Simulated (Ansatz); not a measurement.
Rows from a G0W0 calculation on Sr2TiSnO6 (Fm-3m) (Ansatz 0.2.0; G0W0 on PBE with a share 0.4 of exact exchange, plane waves, PAW; PAW set soft_1; 4×4×4 mesh, 545 empty bands, screening to 150 eV, PAW set soft_1 files), in eV. Spin-orbit coupling is left out.

| row | k | band | start | Σx | Σc at the solution | Vxc |
| --- | --- | --- | --- | --- | --- | --- |
| A | Γ | c1 | 13.925 | -12.376 | -5.736 | -18.012 |
| B | Γ | v1 | 6.895 | -26.212 | 3.779 | -23.389 |
| C | (0.000, 0.250, 0.250) | c1 | 13.933 | -12.324 | -5.843 | -18.054 |
| D | (0.000, 0.250, 0.250) | v2 | 6.252 | -25.581 | 3.739 | -22.751 |
| E | (0.000, 0.250, 0.250) | c2 | 14.255 | -13.097 | -5.809 | -18.823 |
| F | (0.000, 0.250, 0.250) | v1 | 6.855 | -26.143 | 3.774 | -23.322 |

Question: Give the quasiparticle energies and the shift of each level.

The quasiparticle equation reads E = start + Σx + Σc(E) − Vxc.

| row | E (eV) | shift (eV) |
| --- | --- | --- |
| A | 13.824 | −0.100 |
| B | 7.851 | +0.956 |
| C | 13.821 | −0.112 |
| D | 7.161 | +0.909 |
| E | 14.173 | −0.083 |
| F | 7.808 | +0.953 |

Limits: not at the basis limit; no spin-orbit coupling.

[Runs of the session that timed out or met a known fault of the program may be left out.]

[Cells called generated may have been cut or substituted from an entry of the Crystallography Open Database or the Materials Project.]

[Hosts, paths, dates, database ids (printed as entryN), source tags and the programs' standing remarks are cut or masked in the printed files.]
